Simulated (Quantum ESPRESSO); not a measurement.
# SiC(110), H on both faces, stepped through the number of layers, part 6 of 11

Aim: how the results for SiC(110), H on both faces change with the number of layers.

Quantum ESPRESSO 7.5; plane-wave DFT, PBE, GBRV ultrasoft pseudopotentials.

So far. Step 4 (Relaxation with pw.x, 3 layers): The relaxation lowers the energy by 6 meV an atom. Step 8 (Electrostatic potential, 3 layers): The slope in the vacuum is 0.100 eV/Å for an applied 0.10 V/Å, as it should be.

## (10) Bands along a path, 3 layers

Bands along a path place the edges.

Input file m0.bands.in:

```
&control
  prefix = 'm0.bands'
  outdir = './out'
  pseudo_dir = './pseudo'
  calculation = 'bands'
  tefield = .true.
  dipfield = .true.
/
&system
  ibrav = 0
  nat = 10
  ntyp = 3
  ecutwfc = 40
  ecutrho = 200
  occupations = 'smearing'
  smearing = 'fd'
  degauss = 0.002
  edir = 3
  emaxpos = 0.97
  eopreg = 0.04
  eamp = 0.0
  nbnd = 20
/
&electrons
  conv_thr = 1e-07
  mixing_beta = 0.4
  electron_maxstep = 120
  mixing_mode = 'local-TF'
/
ATOMIC_SPECIES
  H   1.0080  h_pbe_v1.4.uspp.F.UPF
  Si  28.0850  si_pbe_v1.uspp.F.UPF
  C   12.0110  c_pbe_v1.2.uspp.F.UPF
CELL_PARAMETERS angstrom
  4.37818550200000 0.00000000000000 0.00000000000000
  0.00000000000000 3.09619996900000 0.00000000000000
  0.00000000000000 0.00000000000000 21.49118811849718
ATOMIC_POSITIONS crystal
  H   0.812603640900 0.000000000000 0.370695322200
  H   0.388094812400 0.500000000000 0.386931282400
  Si  0.004704236200 0.000000000000 0.428724280400
  C   0.245955390000 0.500000000000 0.429530120200
  Si  0.503686055400 0.500000000000 0.500000000000
  C   0.751327194600 0.000000000000 0.500000000000
  Si  0.004704236200 0.000000000000 0.571275719600
  C   0.245955390000 0.500000000000 0.570469879800
  H   0.388094812400 0.500000000000 0.613068717600
  H   0.812603640900 0.000000000000 0.629304677800
K_POINTS crystal_b
5
  0.0000000000 0.0000000000 0.0000000000 10
  0.5000000000 0.0000000000 0.0000000000 10
  0.5000000000 0.5000000000 0.0000000000 10
  0.0000000000 0.5000000000 0.0000000000 10
  0.0000000000 0.0000000000 0.0000000000 1
```

On the command line:

```bash
$ cp -r out/m0.f0.save out/m0.bands.save
$ cp out/m0.f0.xml out/m0.bands.xml
$ OMP_NUM_THREADS=1 mpirun -n 4 pw.x -nk 4 -in m0.bands.in > m0.bands.out
```

Log:

```text
[banner, memory and clock lines left out]
Program PWSCF v.7.5 starts

          URL

     Presently no symmetry can be used with electric field

     Atomic positions and unit cell read from directory:
     ./out/m0.bands.save/

     G-vector sticks info

     bravais-lattice index     =            0
     lattice parameter (alat)  =       8.2736  a.u.
     unit-cell volume          =    1965.9849 (a.u.)^3
     number of atoms/cell      =           10
     number of atomic types    =            3
     number of electrons       =        28.00
     number of Kohn-Sham states=           20
     kinetic-energy cutoff     =      40.0000  Ry
     charge density cutoff     =     200.0000  Ry
     Exchange-correlation= SLA  PW   PBE  PBE
                           (   1   4   3   4   0   0   0)

     celldm(1)=   8.273572  celldm(2)=   0.000000  celldm(3)=   0.000000
     celldm(4)=   0.000000  celldm(5)=   0.000000  celldm(6)=   0.000000

     crystal axes: (cart. coord. in units of alat)
               a(1) = (   1.000000   0.000000   0.000000 )
               a(2) = (   0.000000   0.707188   0.000000 )
               a(3) = (   0.000000   0.000000   4.908697 )

     reciprocal axes: (cart. coord. in units 2 pi/alat)
               b(1) = (  1.000000  0.000000  0.000000 )
               b(2) = (  0.000000  1.414051  0.000000 )
               b(3) = (  0.000000  0.000000  0.203720 )

     PseudoPot. # 1 for H  read from file:
     ./pseudo/h_pbe_v1.4.uspp.F.UPF
     Pseudo is Ultrasoft, Zval =  1.0
     Generated by new atomic code, or converted to UPF format
     Using radial grid of  615 points,  2 beta functions with:
                l(1) =   0
                l(2) =   0
     Q(r) pseudized with  8 coefficients,  rinner =    0.700

     PseudoPot. # 2 for Si read from file:
     ./pseudo/si_pbe_v1.uspp.F.UPF
     Pseudo is Ultrasoft + core correction, Zval =  4.0
     Generated by new atomic code, or converted to UPF format
     Using radial grid of  899 points,  6 beta functions with:
                l(1) =   0
                l(2) =   0
                l(3) =   1
                l(4) =   1
                l(5) =   2
                l(6) =   2
     Q(r) pseudized with  8 coefficients,  rinner =    0.900   0.900   0.900
                                                       0.900   0.900

     PseudoPot. # 3 for C  read from file:
     ./pseudo/c_pbe_v1.2.uspp.F.UPF
     Pseudo is Ultrasoft + core correction, Zval =  4.0
     Generated by new atomic code, or converted to UPF format
     Using radial grid of  721 points,  4 beta functions with:
                l(1) =   0
                l(2) =   0
                l(3) =   1
                l(4) =   1
     Q(r) pseudized with  8 coefficients,  rinner =    1.100   1.100   1.100

     atomic species   valence    mass     pseudopotential
     H                 1.00     1.00800     H ( 1.00)
     Si                4.00    28.08500     Si( 1.00)
     C                 4.00    12.01100     C ( 1.00)

     No symmetry found

   Cartesian axes

     site n.     atom                  positions (alat units)
         1        H      tau(   1) = (   0.8126036   0.0000000   1.8196312  )
         2        H      tau(   2) = (   0.3880948   0.3535940   1.8993286  )
         3        Si     tau(   3) = (   0.0047042   0.0000000   2.1044778  )
         4        C      tau(   4) = (   0.2459554   0.3535940   2.1084334  )
         5        Si     tau(   5) = (   0.5036861   0.3535940   2.4543487  )
         6        C      tau(   6) = (   0.7513272   0.0000000   2.4543487  )
         7        Si     tau(   7) = (   0.0047042   0.0000000   2.8042197  )
         8        C      tau(   8) = (   0.2459554   0.3535940   2.8002641  )
         9        H      tau(   9) = (   0.3880948   0.3535940   3.0093689  )
        10        H      tau(  10) = (   0.8126036   0.0000000   3.0890663  )

     number of k points=    41  Fermi-Dirac smearing, width (Ry)=  0.0020
                       cart. coord. in units 2pi/alat
        k(    1) = (   0.0000000   0.0000000   0.0000000), wk =   0.0487805
        k(    2) = (   0.0500000   0.0000000   0.0000000), wk =   0.0487805
        k(    3) = (   0.1000000   0.0000000   0.0000000), wk =   0.0487805
        k(    4) = (   0.1500000   0.0000000   0.0000000), wk =   0.0487805
        k(    5) = (   0.2000000   0.0000000   0.0000000), wk =   0.0487805
        k(    6) = (   0.2500000   0.0000000   0.0000000), wk =   0.0487805
        k(    7) = (   0.3000000   0.0000000   0.0000000), wk =   0.0487805
        k(    8) = (   0.3500000   0.0000000   0.0000000), wk =   0.0487805
        k(    9) = (   0.4000000   0.0000000   0.0000000), wk =   0.0487805
        k(   10) = (   0.4500000   0.0000000   0.0000000), wk =   0.0487805
        k(   11) = (   0.5000000   0.0000000   0.0000000), wk =   0.0487805
        k(   12) = (   0.5000000   0.0707026   0.0000000), wk =   0.0487805
        k(   13) = (   0.5000000   0.1414051   0.0000000), wk =   0.0487805
        k(   14) = (   0.5000000   0.2121077   0.0000000), wk =   0.0487805
        k(   15) = (   0.5000000   0.2828103   0.0000000), wk =   0.0487805
        k(   16) = (   0.5000000   0.3535128   0.0000000), wk =   0.0487805
        k(   17) = (   0.5000000   0.4242154   0.0000000), wk =   0.0487805
        k(   18) = (   0.5000000   0.4949179   0.0000000), wk =   0.0487805
        k(   19) = (   0.5000000   0.5656205   0.0000000), wk =   0.0487805
        k(   20) = (   0.5000000   0.6363231   0.0000000), wk =   0.0487805
        k(   21) = (   0.5000000   0.7070256   0.0000000), wk =   0.0487805
        k(   22) = (   0.4500000   0.7070256   0.0000000), wk =   0.0487805
        k(   23) = (   0.4000000   0.7070256   0.0000000), wk =   0.0487805
        k(   24) = (   0.3500000   0.7070256   0.0000000), wk =   0.0487805
        k(   25) = (   0.3000000   0.7070256   0.0000000), wk =   0.0487805
        k(   26) = (   0.2500000   0.7070256   0.0000000), wk =   0.0487805
        k(   27) = (   0.2000000   0.7070256   0.0000000), wk =   0.0487805
        k(   28) = (   0.1500000   0.7070256   0.0000000), wk =   0.0487805
        k(   29) = (   0.1000000   0.7070256   0.0000000), wk =   0.0487805
        k(   30) = (   0.0500000   0.7070256   0.0000000), wk =   0.0487805
        k(   31) = (   0.0000000   0.7070256   0.0000000), wk =   0.0487805
        k(   32) = (   0.0000000   0.6363231   0.0000000), wk =   0.0487805
        k(   33) = (   0.0000000   0.5656205   0.0000000), wk =   0.0487805
        k(   34) = (   0.0000000   0.4949179   0.0000000), wk =   0.0487805
        k(   35) = (   0.0000000   0.4242154   0.0000000), wk =   0.0487805
[...]
-15.1788 -14.4758 -14.0590  -9.8191  -9.0129  -7.7377  -5.7703  -4.5335
    -4.2294  -3.4585  -3.2435  -3.0687  -2.8094  -2.7553   2.5181   3.1869
     3.2745   3.7529   4.1966   4.3163

          k = 0.5000 0.0000 0.0000 (  8368 PWs)   bands (ev):

   -15.0636 -14.6094 -14.0487  -9.8528  -8.9806  -7.7901  -5.7388  -4.5653
    -4.0596  -3.3726  -3.3379  -3.1968  -2.8071  -2.7182   2.6316   3.1708
     3.2743   3.7234   4.3281   4.4111

          k = 0.5000 0.0707 0.0000 (  8362 PWs)   bands (ev):

   -15.0357 -14.5810 -14.0233  -9.8273  -8.9604  -7.7751  -5.7226  -4.5529
    -4.2475  -3.7053  -3.2853  -3.0513  -2.9735  -2.7479   2.7445   3.2821
     3.3667   3.8023   4.4275   4.4525

          k = 0.5000 0.1414 0.0000 (  8378 PWs)   bands (ev):

   -14.9524 -14.4960 -13.9477  -9.7517  -8.9021  -7.7342  -5.6755  -4.7218
    -4.5237  -4.2354  -3.3968  -3.2508  -2.9516  -2.8486   3.0117   3.5190
     3.5316   4.0631   4.5566   4.6812

          k = 0.5000 0.2121 0.0000 (  8384 PWs)   bands (ev):

   -14.8159 -14.3566 -13.8242  -9.6298  -8.8129  -7.6824  -5.6021  -5.3510
    -4.8465  -4.5354  -3.9056  -3.2363  -3.0217  -2.9361   3.3081   3.6081
     3.7838   4.3366   4.6846   4.8316

          k = 0.5000 0.2828 0.0000 (  8388 PWs)   bands (ev):

   -14.6298 -14.1660 -13.6573  -9.4692  -8.7102  -7.6557  -6.0358  -5.5118
    -5.4388  -4.8616  -4.1302  -3.2651  -3.2464  -2.9894   3.4722   3.6987
     3.9684   4.4591   4.6243   4.6253

          k = 0.5000 0.3535 0.0000 (  8418 PWs)   bands (ev):

   -14.4005 -13.9306 -13.4542  -9.2837  -8.6343  -7.7281  -6.6884  -5.8881
    -5.4314  -5.4206  -4.0755  -3.5650  -3.2868  -3.1057   3.3588   3.9280
     4.0198   4.3264   4.5267   4.6683

          k = 0.5000 0.4242 0.0000 (  8406 PWs)   bands (ev):

   -14.1387 -13.6605 -13.2264  -9.0984  -8.6726  -7.9886  -7.1769  -6.0883
    -5.9642  -5.3606  -3.9806  -3.8737  -3.3635  -3.2757   3.2207   3.9337
     3.9683   4.3665   4.4940   4.9124

          k = 0.5000 0.4949 0.0000 (  8398 PWs)   bands (ev):

   -13.8628 -13.3739 -12.9923  -8.9543  -8.9019  -8.4302  -7.3566  -6.3544
    -6.0734  -5.3866  -4.1790  -3.8414  -3.5079  -3.4454   3.1480   3.8074
     3.9312   4.3893   4.5904   5.0260

          k = 0.5000 0.5656 0.0000 (  8412 PWs)   bands (ev):

   -13.6033 -13.1021 -12.7795  -9.2255  -8.8976  -8.8936  -7.3277  -6.5280
    -5.9606  -5.5568  -4.3409  -3.7453  -3.7154  -3.5662   3.1465   3.7575
     3.9343   4.2385   4.7184   4.7340

          k = 0.5000 0.6363 0.0000 (  8404 PWs)   bands (ev):

   -13.4082 -12.8958 -12.6256  -9.4828  -9.2513  -8.9072  -7.2546  -6.4790
    -5.8451  -5.8333  -4.3950  -3.8818  -3.6799  -3.6598   3.1809   3.7753
     3.9545   4.1246   4.5207   4.7073

          k = 0.5000 0.7070 0.0000 (  8404 PWs)   bands (ev):

   -13.3338 -12.8166 -12.5686  -9.5769  -9.3874  -8.9254  -7.2216  -6.3621
    -6.0273  -5.7966  -4.4040  -3.9464  -3.6962  -3.6568   3.2010   3.7964
     3.9626   4.0882   4.4413   4.6754

          k = 0.4500 0.7070 0.0000 (  8406 PWs)   bands (ev):

   -13.3437 -12.8309 -12.5723  -9.5426  -9.3631  -8.9420  -7.2173  -6.3447
    -5.9935  -5.8032  -4.4027  -3.9577  -3.7023  -3.6614   3.0885   3.6844
     3.8379   4.1183   4.4801   4.7356

          k = 0.4000 0.7070 0.0000 (  8402 PWs)   bands (ev):

   -13.3718 -12.8711 -12.5833  -9.4431  -9.2934  -8.9886  -7.2023  -6.2941
    -5.8964  -5.8210  -4.3981  -3.9942  -3.7246  -3.6747   2.8293   3.4391
     3.5238   4.2074   4.5718   4.8273

          k = 0.3500 0.7070 0.0000 (  8420 PWs)   bands (ev):

   -13.4142 -12.9306 -12.6001  -9.2883  -9.1874  -9.0567  -7.1709  -6.2149
    -5.8441  -5.7474  -4.3887  -4.0628  -3.7733  -3.6954   2.5363   3.1049
     3.1798   4.3512   4.7008   4.8496

          k = 0.3000 0.7070 0.0000 (  8422 PWs)   bands (ev):

   -13.4653 -13.0005 -12.6210  -9.1360  -9.0919  -9.0591  -7.1137  -6.1148
    -5.8643  -5.5617  -4.3721  -4.1722  -3.8615  -3.7217   2.2746   2.6427
     2.9693   4.5403   4.8077   4.8616

          k = 0.2500 0.7070 0.0000 (  8412 PWs)   bands (ev):

   -13.5193 -13.0726 -12.6438  -9.2171  -8.9256  -8.8706  -7.0192  -6.0039
    -5.8712  -5.3561  -4.3457  -4.3297  -3.9991  -3.7513   2.0757   2.1799
     2.8393   4.7263   4.7463   5.0384

          k = 0.2000 0.7070 0.0000 (  8436 PWs)   bands (ev):

   -13.5708 -13.1400 -12.6662  -9.2922  -8.8041  -8.6435  -6.8771  -5.8941
    -5.8537  -5.1483  -4.5373  -4.3085  -4.1882  -3.7820   1.7484   1.9487
     2.8037   4.4905   4.6989   5.0943

          k = 0.1500 0.7070 0.0000 (  8448 PWs)   bands (ev):

   -13.6153 -13.1972 -12.6861  -9.3556  -8.7071  -8.4320  -6.6834  -5.8004
    -5.7972  -4.9563  -4.7898  -4.4201  -4.2626  -3.8115   1.3749   1.8855
     2.8629   4.1267   4.6840   5.0321

          k = 0.1000 0.7070 0.0000 (  8440 PWs)   bands (ev):

   -13.6495 -13.2405 -12.7016  -9.4035  -8.6396  -8.2590  -6.4454  -5.7226
    -5.7039  -5.0726  -4.7989  -4.6742  -4.2156  -3.8373   1.0840   1.8666
     3.0033   3.8405   4.6327   4.7074

          k = 0.0500 0.7070 0.0000 (  8446 PWs)   bands (ev):

   -13.6709 -13.2675 -12.7115  -9.4331  -8.6010  -8.1457  -6.1916  -5.6761
    -5.5739  -5.3540  -4.9124  -4.6942  -4.1794  -3.8557   0.8981   1.8682
     3.1854   3.6592   4.2843   4.7550

          k = 0.0000 0.7070 0.0000 (  8404 PWs)   bands (ev):

   -13.6781 -13.2766 -12.7149  -9.4431  -8.5885  -8.1062  -6.0412  -5.6604
    -5.5137  -5.4899  -5.0349  -4.6573  -4.1657  -3.8626   0.8340   1.8712
     3.2908   3.5972   4.1223   4.7825

          k = 0.0000 0.6363 0.0000 (  8452 PWs)   bands (ev):

   -13.9787 -12.9954 -12.7879  -9.3480  -8.7432  -7.8902  -6.1332  -5.8571
    -5.6765  -5.1171  -4.9309  -4.7012  -4.3225  -3.6944   0.9213   1.8767
     3.3679   3.6728   4.0724   4.4955

          k = 0.0000 0.5656 0.0000 (  8446 PWs)   bands (ev):

   -14.4067 -12.9791 -12.6392  -9.0986  -8.9237  -7.5521  -6.3426  -6.0885
    -5.7165  -4.8718  -4.8347  -4.5740  -4.5204  -3.4505   1.1763   1.9064
     3.5227   3.8741   3.9611   4.1443

          k = 0.0000 0.4949 0.0000 (  8436 PWs)   bands (ev):

   -14.8181 -13.2327 -12.3819  -8.9916  -8.7756  -7.3360  -6.5170  -6.1432
    -5.7658  -5.0131  -4.6642  -4.6564  -4.1528  -3.2336   1.5807   1.9789
     3.3705   3.9578   4.0227   4.1639

          k = 0.0000 0.4242 0.0000 (  8414 PWs)   bands (ev):

   -15.1914 -13.5022 -12.2580  -8.9620  -8.4653  -7.3311  -6.5767  -5.9835
    -5.8318  -5.1451  -4.7456  -4.3859  -3.7664  -3.0613   2.0856   2.1081
     3.0425   3.7979   3.9875   4.3800

          k = 0.0000 0.3535 0.0000 (  8384 PWs)   bands (ev):

   -15.5168 -13.7577 -12.2475  -8.9213  -8.2340  -7.4345  -6.4432  -5.9442
    -5.7693  -5.2198  -4.6728  -4.0133  -3.4419  -2.9368   2.1270   2.7248
     2.8817   3.4663   3.7999   4.2520

          k = 0.0000 0.2828 0.0000 (  8368 PWs)   bands (ev):

   -15.7884 -13.9815 -12.3025  -8.9352  -8.1032  -7.5692  -6.0880  -6.0725
    -5.6234  -5.3084  -4.3669  -3.5468  -3.1787  -2.8548   1.9647   3.0465
     3.1670   3.3797   3.4847   4.0250

          k = 0.0000 0.2121 0.0000 (  8390 PWs)   bands (ev):

   -16.0027 -14.1632 -12.3795  -8.9936  -8.0507  -7.6985  -6.2248  -5.5816
    -5.5057  -5.4051  -3.9100  -3.1535  -2.8655  -2.8063   1.6993   2.9259
     3.1300   3.4034   3.6983   3.9336

          k = 0.0000 0.1414 0.0000 (  8385 PWs)   bands (ev):

   -16.1572 -14.2966 -12.4499  -9.0602  -8.0406  -7.8010  -6.3321  -5.5290
    -5.4856  -4.9532  -3.4280  -3.0017  -2.7812  -2.4084   1.3978   2.7500
     2.7665   3.2970   3.8908   3.9930

          k = 0.0000 0.0707 0.0000 (  8405 PWs)   bands (ev):

   -16.2505 -14.3779 -12.4975  -9.1087  -8.0449  -7.8658  -6.3995  -5.5375
    -5.5198  -4.4877  -3.0497  -2.9404  -2.7725  -2.0450   1.1041   2.4621
     2.6428   3.1320   3.7346   4.0437

          k = 0.0000 0.0000 0.0000 (  8423 PWs)   bands (ev):

   -16.2817 -14.4052 -12.5142  -9.1262  -8.0480  -7.8879  -6.4224  -5.5554
    -5.5182  -4.3023  -2.9230  -2.8993  -2.7754  -1.9077   0.9695   2.3547
     2.6066   3.0809   3.6055   4.0077

     XML data file, pseudopotentials, collected wavefunctions

                                        0.00s GPU  (     673 calls)
[key lines of the parts left out:]
Dipole field         -0.0000 Ry au,
```

The job ended after 37 s (4 MPI ranks of Arm Neoverse V1, shared host; peak memory 0.39 GiB; 2.5 min of CPU time).

This step gave:

| Quantity | Value |
| --- | --- |
| dipole along the normal | 0 e·Å |
| valence top, on the run's zero | -1.908 eV |
| conduction bottom, on the run's zero | 0.8340 eV |
| gap by band count | 2.742 eV |

Band numbers count within the set of bands kept for display. The electronic bands at the labelled points (eV, zero at the highest filled level of the SCF mesh; v1 is the highest filled band, c1 the lowest empty one):

```csv
point,v4,v3,v2,v1,c1,c2,c3,c4
Γ,-1.02,-0.99,-0.87,0.00,2.88,4.26,4.51,4.99
halfway,-1.21,-0.95,-0.75,-0.45,3.43,4.66,4.90,5.43
X,-1.43,-1.29,-0.90,-0.81,4.54,5.08,5.18,5.63
halfway,-2.17,-1.66,-1.38,-1.20,5.27,5.84,5.93,6.23
S,-2.50,-2.04,-1.79,-1.75,5.11,5.70,5.87,6.00
halfway,-2.44,-2.42,-2.09,-1.84,3.98,4.09,4.75,6.63
Y,-3.13,-2.75,-2.26,-1.95,2.74,3.78,5.20,5.50
halfway,-2.77,-2.11,-1.53,-1.03,4.03,4.63,4.79,5.37
Γ,-1.02,-0.99,-0.87,0.00,2.88,4.26,4.51,4.99
```

Along this path the valence top lies at Γ and the conduction bottom at Y.

(Continued in part 7 of 11.)

[Logs are printed without paths, hosts, clocks, repeated set-up lines and the standing remarks that a program may print on its own settings, such as how far it seeks lower states.]

[Hosts, paths, dates, database ids (printed as entryN), source tags and the programs' standing remarks are cut or masked in the printed files.]

[Maps of the electrostatic potential energy from Ansatz leave out the sawtooth potential of an applied field or a dipole correction, so their vacuum need not be flat; planar profiles and work functions include it.]
